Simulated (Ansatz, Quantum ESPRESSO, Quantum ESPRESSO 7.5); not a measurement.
# Conductance against width: vacuum gaps between two Pb(111) faces

Aim: how the conductance falls as the barrier grows, for vacuum gaps between two Pb(111) faces.

Main program and level: Quantum ESPRESSO 7.5; plane-wave DFT, PBE, GBRV ultrasoft pseudopotentials (cross-check by Ansatz 0.2.0 with PAW datasets).

Most raw output is cut from this account.

## (1) The starting structure

The cell holds 12 atoms: 12 Pb. Its edges and angles: a = 3.557 Å, b = 3.557 Å, c = 35.445 Å, α = 90.0°, β = 90.0°, γ = 60.0°. It derives from Pb. Regions: left lead, 6 atoms (6 Pb); right lead, 6 atoms (6 Pb). The structure is stacked along c, and the current runs across the ab planes.

## (2) Ground state, 3.5 Å

One periodic cell holds a stretch of lead, the junction and more lead; the atoms stay as built.

Contents of j0.scf.in:

```
&control
  prefix = 'j0.scf'
  outdir = './out'
  pseudo_dir = './pseudo'
  calculation = 'scf'
  tprnfor = .true.
/
&system
  ibrav = 0
  nat = 12
  ntyp = 1
  ecutwfc = 40
  ecutrho = 200
  occupations = 'smearing'
  smearing = 'mv'
  degauss = 0.01
/
&electrons
  conv_thr = 1e-07
  mixing_beta = 0.25
  electron_maxstep = 120
  mixing_mode = 'local-TF'
/
ATOMIC_SPECIES
  Pb  207.2000  pb_pbe_v1.uspp.F.UPF
CELL_PARAMETERS angstrom
  3.55674710936833 0.00000000000000 0.00000000000000
  1.77837355468417 3.08023335154985 0.00000000000000
  0.00000000000000 0.00000000000000 35.44479039426199
ATOMIC_POSITIONS crystal
  Pb  0.000000000000 0.000000000000 0.000000000000
  Pb  0.333333333000 0.333333333000 0.081932262026
  Pb  0.666666667000 0.666666667000 0.163864524051
  Pb  0.000000000000 0.000000000000 0.245796786077
  Pb  0.333333333000 0.333333333000 0.327729048102
  Pb  0.666666667000 0.666666667000 0.409661310128
  Pb  0.000000000000 0.000000000000 0.508406427847
  Pb  0.333333333000 0.333333333000 0.590338689872
  Pb  0.666666667000 0.666666667000 0.672270951898
  Pb  0.000000000000 0.000000000000 0.754203213923
  Pb  0.333333333000 0.333333333000 0.836135475949
  Pb  0.666666667000 0.666666667000 0.918067737974
K_POINTS automatic
  8 8 1 0 0 0
```

On the command line:

```sh
OMP_NUM_THREADS=1 mpirun -n 4 pw.x -nk 4 -in j0.scf.in > j0.scf.out
```

Wall time 99 s (4 MPI ranks of Arm Neoverse V2, shared host); peak memory 1.2 GiB; 6.6 min of CPU time.

Numbers from this step:

```
free energy  : -26801.6396 eV
Fermi energy : 10.40 eV
```

The run needed 8 iterations to bring the estimated error under 1e-07 Ry; the largest force on any atom, held or free, is 0.18 eV/Å.

## (3) Transmission with pwcond.x, 3.5 Å

prefixt takes both regions from one run: the lead from 0 to bdl, the scattering region from bdl to bds (units of alat). ikind = 1 puts the same lead on both sides. The program's T_tot counts both spins in a run without spin; the tables below give T per spin.

Contents of j0.cond.in:

```
&inputcond
  outdir = './out'
  prefixt = 'j0.scf'
  tran_file = 'j0.cond.dat'
  bdl = 2.4494897422
  bds = 9.9655076113
  ikind = 1
  ewind = 4.0
  epsproj = 1e-05
  nz1 = 7
  energy0 = 0.4
  denergy = -0.4
/
10
  0.00000000 0.00000000 0.01562500
  0.00000000 0.12500000 0.09375000
  0.00000000 0.25000000 0.09375000
  0.00000000 0.37500000 0.09375000
  0.00000000 0.50000000 0.04687500
  0.12500000 0.25000000 0.09375000
  0.12500000 0.37500000 0.18750000
  0.12500000 0.50000000 0.18750000
  0.25000000 0.50000000 0.09375000
  0.25000000 0.62500000 0.09375000
3
```

On the command line:

```sh
OMP_NUM_THREADS=1 mpirun -n 4 pwcond.x -in j0.cond.in > j0.cond.out
```

Elapsed: 75 s, on 4 MPI ranks; peak memory 0.35 GiB; 5 min of CPU time.

Read from the output:

- lead channels at the Fermi level, one spin: 1.234
- transmission at the Fermi level, one spin: 0.9806
- conductance: 0.9806 G₀

Per spin; mean over the k mesh across the current. Table of open channels, zone mean by energy, zero at the Fermi level:

```csv
energy (eV),"open channels, zone mean"
-0.400,1.42
0.000,1.23
0.400,1.52
```

Per spin; mean over the k mesh across the current. The transmission, zone mean by energy, zero at the Fermi level:

```csv
energy (eV),"transmission, zone mean"
-0.400,0.976
0.000,0.981
0.400,1.16
```

At 0.000 eV; k in fractions of b1, b2. Transmission by k point:

```csv
k1,k2,weight,t,channels
0,0,0.01562,0.9323,1
0,0.125,0.09375,0.9388,1
0,0.25,0.09375,0.9628,2
0,0.375,0.09375,0.9574,1
0,0.5,0.04688,0,0
0.125,0.25,0.09375,0.9655,1
0.125,0.375,0.1875,1.619,2
0.125,0.5,0.1875,0.9006,1
0.25,0.5,0.09375,0.6806,1
0.25,0.625,0.09375,0.7598,1
```

## (4) Cross-check with Ansatz, 3.5 Å

As a check, the same structure is run in Ansatz.

Level of this step: plane-wave DFT, PBE, Ansatz PAW (Ansatz 0.2.0).

Contents of input.yaml:

```yaml
crystal:
  lattice:
    - [3.5567471094, 0.0, 0.0]
    - [1.7783735547, 3.0802333515, 0.0]
    - [0.0, 0.0, 35.4447903943]
  atoms:
    - { symbol: Pb, position: [0.0, 0.0, 0.0] }
    - { symbol: Pb, position: [0.333333333, 0.333333333, 0.081932262] }
    - { symbol: Pb, position: [0.666666667, 0.666666667, 0.1638645241] }
    - { symbol: Pb, position: [0.0, 0.0, 0.2457967861] }
    - { symbol: Pb, position: [0.333333333, 0.333333333, 0.3277290481] }
    - { symbol: Pb, position: [0.666666667, 0.666666667, 0.4096613101] }
    - { symbol: Pb, position: [0.0, 0.0, 0.5084064278] }
    - { symbol: Pb, position: [0.333333333, 0.333333333, 0.5903386899] }
    - { symbol: Pb, position: [0.666666667, 0.666666667, 0.6722709519] }
    - { symbol: Pb, position: [0.0, 0.0, 0.7542032139] }
    - { symbol: Pb, position: [0.333333333, 0.333333333, 0.8361354759] }
    - { symbol: Pb, position: [0.666666667, 0.666666667, 0.918067738] }
kpoints:
  mp_grid: { grid: [8, 8, 1] }
hamiltonian:
  xc: pbe
scf:
  occupations: { method: fermi_dirac, width: 0.1 }
  convergence: { dr2_threshold: 1.0e-08 }
output:
  transmission: { leads: [[0, 3]], e_range: [-0.4, 0.4], de: 0.4, kmesh: [8, 8] }
  write_potential: true
  write_density: true
  volumetric_format: npy
  elf: true
```

On the command line:

```sh
ansatz run input.yaml --threads 4 --pin off --max-ram 8192MiB --backend cpu --events-out ev --progress --plain --runs-dir out
```

The job ended after 12 s (4 threads; peak memory 1.1 GiB).

This step gave:

* free energy: -142877.0674 eV
* energy at zero smearing: -142876.9667 eV
* smearing term TS: 0.2015 eV
* Fermi energy: 10.10 eV
* symmetry operations: 12
* transmission at the Fermi level, one spin: 0.9790
* step of the lead's Hamiltonian over a period: 149.8 meV

Per spin; mean over the k mesh across the current. The transmission, zone mean by energy, zero at the Fermi level:

```csv
energy (eV),"transmission, zone mean"
-0.400,0.989
0.000,0.979
0.400,1.17
```

Per spin; mean over the k mesh across the current. Open channels, zone mean against energy, zero at the Fermi level:

```csv
energy (eV),"open channels, zone mean"
-0.400,1.42
0.000,1.23
0.400,1.52
```

ELF in the ca plane at fractional y = 0.000, with atoms of Pb within 0.2 Å of it. It is the smooth field of the valence electrons, not physical close to the nuclei.

Values, 5 rows by 16 columns, each cell a mean:
```
0.32 0.22 0.21 0.14 0.21 0.23 0.17 0.37 0.19 0.33 0.23 0.22 0.14 0.17 0.23 0.25
0.23 0.31 0.33 0.22 0.31 0.34 0.18 0.28 0.35 0.26 0.28 0.34 0.23 0.29 0.34 0.23
0.19 0.35 0.37 0.25 0.35 0.38 0.20 0.18 0.25 0.20 0.31 0.38 0.27 0.32 0.38 0.24
0.26 0.28 0.30 0.20 0.29 0.32 0.17 0.32 0.37 0.29 0.26 0.32 0.21 0.26 0.31 0.23
0.33 0.21 0.18 0.12 0.18 0.21 0.18 0.36 0.10 0.33 0.23 0.20 0.12 0.15 0.21 0.26
```
Columns run along c (16.0 Å, from fractional 0.27 to 0.73 of the cell), rows up along a (3.6 Å). Atoms in or near the plane, at fractional coordinates: Pb at (0.51, 0.00).

Valence density in the ca plane at fractional y = 0.000, with atoms of Pb within 0.2 Å of it. It is the smooth field of the valence electrons, not physical close to the nuclei.

Ten steps, logarithmic in the rise over the least value, from '0' (0.0 e/Å³) to '9' (9.1 e/Å³), each cell a mean:
```
42100000000000000001368985310000000000000012
31111111000011110001246764210111100001111101
11112222100122211000123332101122210011222111
00123332111233321000011111001233321112333210
00123433111234321000001110001234321112343210
10112332111123321000012221001233211112332110
21011221000112210000235543111122110001221101
42101110000001100001367875210011000000111011
52100000000000000001479986310000000000000012
```
Columns run along c (16.0 Å, from fractional 0.27 to 0.73 of the cell), rows up along a (3.6 Å). Atoms in or near the plane, at fractional coordinates: Pb at (0.51, 0.00).

Ansatz finds T = 0.979 against pwcond's 0.981.

## (5) Ground state, 4.5 Å

Level of this step: plane-wave DFT, PBE, GBRV ultrasoft pseudopotentials (Quantum ESPRESSO 7.5).

Contents of j1.scf.in:

```
&control
  prefix = 'j1.scf'
  outdir = './out'
  pseudo_dir = './pseudo'
  calculation = 'scf'
  tprnfor = .true.
/
&system
  ibrav = 0
  nat = 12
  ntyp = 1
  ecutwfc = 40
  ecutrho = 200
  occupations = 'smearing'
  smearing = 'mv'
  degauss = 0.01
/
&electrons
  conv_thr = 1e-07
  mixing_beta = 0.25
  electron_maxstep = 120
  mixing_mode = 'local-TF'
/
ATOMIC_SPECIES
  Pb  207.2000  pb_pbe_v1.uspp.F.UPF
CELL_PARAMETERS angstrom
  3.55674710936833 0.00000000000000 0.00000000000000
  1.77837355468417 3.08023335154985 0.00000000000000
  0.00000000000000 0.00000000000000 36.44479039426199
ATOMIC_POSITIONS crystal
  Pb  0.000000000000 0.000000000000 0.000000000000
  Pb  0.333333333000 0.333333333000 0.079684142030
  Pb  0.666666667000 0.666666667000 0.159368284060
  Pb  0.000000000000 0.000000000000 0.239052426089
  Pb  0.333333333000 0.333333333000 0.318736568119
  Pb  0.666666667000 0.666666667000 0.398420710149
  Pb  0.000000000000 0.000000000000 0.521895147821
  Pb  0.333333333000 0.333333333000 0.601579289851
  Pb  0.666666667000 0.666666667000 0.681263431881
  Pb  0.000000000000 0.000000000000 0.760947573911
  Pb  0.333333333000 0.333333333000 0.840631715940
  Pb  0.666666667000 0.666666667000 0.920315857970
K_POINTS automatic
  8 8 1 0 0 0
```

On the command line:

```sh
OMP_NUM_THREADS=1 mpirun -n 4 pw.x -nk 4 -in j1.scf.in > j1.scf.out
```

Elapsed: 1.9 min, on 4 MPI ranks; peak memory 1.3 GiB; 7.7 min of CPU time.

Read from the output:

```
free energy  : -26801.4078 eV
Fermi energy : 10.02 eV
```

## (6) Transmission with pwcond.x, 4.5 Å

j1.cond.in is the input of step 3 with these lines changed:

```diff
@@ -2,6 +2,6 @@
   outdir = './out'
-  prefixt = 'j0.scf'
-  tran_file = 'j0.cond.dat'
+  prefixt = 'j1.scf'
+  tran_file = 'j1.cond.dat'
   bdl = 2.4494897422
-  bds = 9.9655076113
+  bds = 10.2466633891
   ikind = 1
```

On the command line:

```sh
OMP_NUM_THREADS=1 mpirun -n 4 pwcond.x -in j1.cond.in > j1.cond.out
```

It took 78 s on 4 MPI ranks; peak memory 0.36 GiB.

Numbers from this step:

* transmission at the Fermi level, one spin: 0.3674
* conductance: 0.3674 G₀

Per spin; mean over the k mesh across the current. The transmission, zone mean by energy, zero at the Fermi level:

```csv
energy (eV),"transmission, zone mean"
-0.400,0.323
0.000,0.367
0.400,0.465
```

T goes from 0.981 to 0.367, a factor of 2.7.

## (7) Cross-check with Ansatz, 4.5 Å

Level of this step: plane-wave DFT, PBE, Ansatz PAW (Ansatz 0.2.0).

Contents of input.yaml:

```yaml
crystal:
  lattice:
    - [3.5567471094, 0.0, 0.0]
    - [1.7783735547, 3.0802333515, 0.0]
    - [0.0, 0.0, 36.4447903943]
  atoms:
    - { symbol: Pb, position: [0.0, 0.0, 0.0] }
    - { symbol: Pb, position: [0.333333333, 0.333333333, 0.079684142] }
    - { symbol: Pb, position: [0.666666667, 0.666666667, 0.1593682841] }
    - { symbol: Pb, position: [0.0, 0.0, 0.2390524261] }
    - { symbol: Pb, position: [0.333333333, 0.333333333, 0.3187365681] }
    - { symbol: Pb, position: [0.666666667, 0.666666667, 0.3984207101] }
    - { symbol: Pb, position: [0.0, 0.0, 0.5218951478] }
    - { symbol: Pb, position: [0.333333333, 0.333333333, 0.6015792899] }
    - { symbol: Pb, position: [0.666666667, 0.666666667, 0.6812634319] }
    - { symbol: Pb, position: [0.0, 0.0, 0.7609475739] }
    - { symbol: Pb, position: [0.333333333, 0.333333333, 0.8406317159] }
    - { symbol: Pb, position: [0.666666667, 0.666666667, 0.920315858] }
kpoints:
  mp_grid: { grid: [8, 8, 1] }
hamiltonian:
  xc: pbe
scf:
  occupations: { method: fermi_dirac, width: 0.1 }
  convergence: { dr2_threshold: 1.0e-08 }
output:
  transmission: { leads: [[0, 3]], e_range: [-0.4, 0.4], de: 0.4, kmesh: [8, 8] }
  write_potential: true
  write_density: true
  volumetric_format: npy
```

On the command line:

```sh
ansatz run input.yaml --threads 4 --pin off --max-ram 8192MiB --backend cpu --events-out ev --progress --plain --runs-dir out
```

Elapsed: 12 s, on 4 threads; peak memory 1.1 GiB; 44 s of CPU time.

Numbers from this step:

| Property | Result |
| --- | --- |
| free energy | -142876.8329 eV |
| energy at zero smearing | -142876.7279 eV |
| smearing term TS | 0.2099 eV |
| Fermi energy | 9.717 eV |
| transmission at the Fermi level, one spin | 0.3673 |
| step of the lead's Hamiltonian over a period | 167.3 meV |

Per spin; mean over the k mesh across the current. Transmission, zone mean against energy, zero at the Fermi level:

```csv
energy (eV),"transmission, zone mean"
-0.400,0.324
0.000,0.367
0.400,0.463
```

Ansatz finds T = 0.367 against pwcond's 0.367.

## (8) Ground state, 5.5 Å

Level of this step: plane-wave DFT, PBE, GBRV ultrasoft pseudopotentials (Quantum ESPRESSO 7.5).

Contents of j2.scf.in:

```
&control
  prefix = 'j2.scf'
  outdir = './out'
  pseudo_dir = './pseudo'
  calculation = 'scf'
  tprnfor = .true.
/
&system
  ibrav = 0
  nat = 12
  ntyp = 1
  ecutwfc = 40
  ecutrho = 200
  occupations = 'smearing'
  smearing = 'mv'
  degauss = 0.01
/
&electrons
  conv_thr = 1e-07
  mixing_beta = 0.25
  electron_maxstep = 120
  mixing_mode = 'local-TF'
/
ATOMIC_SPECIES
  Pb  207.2000  pb_pbe_v1.uspp.F.UPF
CELL_PARAMETERS angstrom
  3.55674710936833 0.00000000000000 0.00000000000000
  1.77837355468417 3.08023335154985 0.00000000000000
  0.00000000000000 0.00000000000000 37.44479039426199
ATOMIC_POSITIONS crystal
  Pb  0.000000000000 0.000000000000 0.000000000000
  Pb  0.333333333000 0.333333333000 0.077556098551
  Pb  0.666666667000 0.666666667000 0.155112197101
  Pb  0.000000000000 0.000000000000 0.232668295652
  Pb  0.333333333000 0.333333333000 0.310224394202
  Pb  0.666666667000 0.666666667000 0.387780492753
  Pb  0.000000000000 0.000000000000 0.534663408696
  Pb  0.333333333000 0.333333333000 0.612219507247
  Pb  0.666666667000 0.666666667000 0.689775605798
  Pb  0.000000000000 0.000000000000 0.767331704348
  Pb  0.333333333000 0.333333333000 0.844887802899
  Pb  0.666666667000 0.666666667000 0.922443901449
K_POINTS automatic
  8 8 1 0 0 0
```

On the command line:

```sh
OMP_NUM_THREADS=1 mpirun -n 4 pw.x -nk 4 -in j2.scf.in > j2.scf.out
```

Elapsed: 1.9 min, on 4 MPI ranks; peak memory 1.3 GiB; 7.4 min of CPU time.

Read from the output:

* free energy: -26801.3365 eV
* Fermi energy: 9.643 eV

## (9) The open system, 5.5 Å

j2.cond.in is the input of step 6 with these lines changed:

```diff
@@ -2,6 +2,6 @@
   outdir = './out'
-  prefixt = 'j1.scf'
-  tran_file = 'j1.cond.dat'
+  prefixt = 'j2.scf'
+  tran_file = 'j2.cond.dat'
   bdl = 2.4494897422
-  bds = 10.2466633891
+  bds = 10.5278191669
   ikind = 1
```

On the command line:

```sh
OMP_NUM_THREADS=1 mpirun -n 4 pwcond.x -in j2.cond.in > j2.cond.out
```

Wall time 82 s (4 MPI ranks); peak memory 0.36 GiB; 5.4 min of CPU time.

This step gave:

| Quantity | Value |
| --- | --- |
| transmission at the Fermi level, one spin | 0.08113 |
| conductance | 0.08113 G₀ |

Per spin; mean over the k mesh across the current. Table of transmission, zone mean by energy, zero at the Fermi level:

```csv
energy (eV),"transmission, zone mean"
-0.400,0.0697
0.000,0.0811
0.400,0.108
```

At 0.000 eV; k in fractions of b1, b2. Transmission by k point:

```csv
k1,k2,weight,t,channels
0,0,0.01562,0.2138,1
0,0.125,0.09375,0.1997,1
0,0.25,0.09375,0.08191,2
0,0.375,0.09375,0.08901,1
0,0.5,0.04688,0,0
0.125,0.25,0.09375,0.1842,1
0.125,0.375,0.1875,0.09393,2
0.125,0.5,0.1875,0.03566,1
0.25,0.5,0.09375,0.01124,1
0.25,0.625,0.09375,0.004465,1
```

T goes from 0.367 to 0.0811, a factor of 4.5.

## (10) Cross-check with Ansatz, 5.5 Å

Level of this step: plane-wave DFT, PBE, Ansatz PAW (Ansatz 0.2.0).

input.yaml, the sections that differ from step 7:

```yaml
crystal:
  lattice:
    - [3.5567471094, 0.0, 0.0]
    - [1.7783735547, 3.0802333515, 0.0]
    - [0.0, 0.0, 37.4447903943]
  atoms:
    - { symbol: Pb, position: [0.0, 0.0, 0.0] }
    - { symbol: Pb, position: [0.333333333, 0.333333333, 0.0775560986] }
    - { symbol: Pb, position: [0.666666667, 0.666666667, 0.1551121971] }
    - { symbol: Pb, position: [0.0, 0.0, 0.2326682957] }
    - { symbol: Pb, position: [0.333333333, 0.333333333, 0.3102243942] }
    - { symbol: Pb, position: [0.666666667, 0.666666667, 0.3877804928] }
    - { symbol: Pb, position: [0.0, 0.0, 0.5346634087] }
    - { symbol: Pb, position: [0.333333333, 0.333333333, 0.6122195072] }
    - { symbol: Pb, position: [0.666666667, 0.666666667, 0.6897756058] }
    - { symbol: Pb, position: [0.0, 0.0, 0.7673317043] }
    - { symbol: Pb, position: [0.333333333, 0.333333333, 0.8448878029] }
    - { symbol: Pb, position: [0.666666667, 0.666666667, 0.9224439014] }
# kpoints, hamiltonian, scf, output: as in step 7
```

On the command line:

```sh
ansatz run input.yaml --threads 4 --pin off --max-ram 8192MiB --backend cpu --events-out ev --progress --plain --runs-dir out
```

Elapsed: 13 s, on 4 threads; peak memory 1.2 GiB.

Read from the output:

| Property | Result |
| --- | --- |
| free energy | -142876.7611 eV |
| energy at zero smearing | -142876.6560 eV |
| smearing term TS | 0.2103 eV |
| Fermi energy | 9.348 eV |
| transmission at the Fermi level, one spin | 0.07807 |
| step of the lead's Hamiltonian over a period | 158.9 meV |

Per spin; mean over the k mesh across the current. Table of transmission, zone mean by energy, zero at the Fermi level:

```csv
energy (eV),"transmission, zone mean"
-0.400,0.0693
0.000,0.0781
0.400,0.111
```

Ansatz finds T = 0.0781 against pwcond's 0.0811.

(Continued in part 2 of 2.)

[Logs are printed without paths, hosts, clocks, repeated set-up lines and the standing remarks that a program may print on its own settings, such as how far it seeks lower states.]

[Hosts, paths, dates, database ids (printed as entryN), source tags and the programs' standing remarks are cut or masked in the printed files.]

[Maps of the electrostatic potential energy from Ansatz leave out the sawtooth potential of an applied field or a dipole correction, so their vacuum need not be flat; planar profiles and work functions include it.]
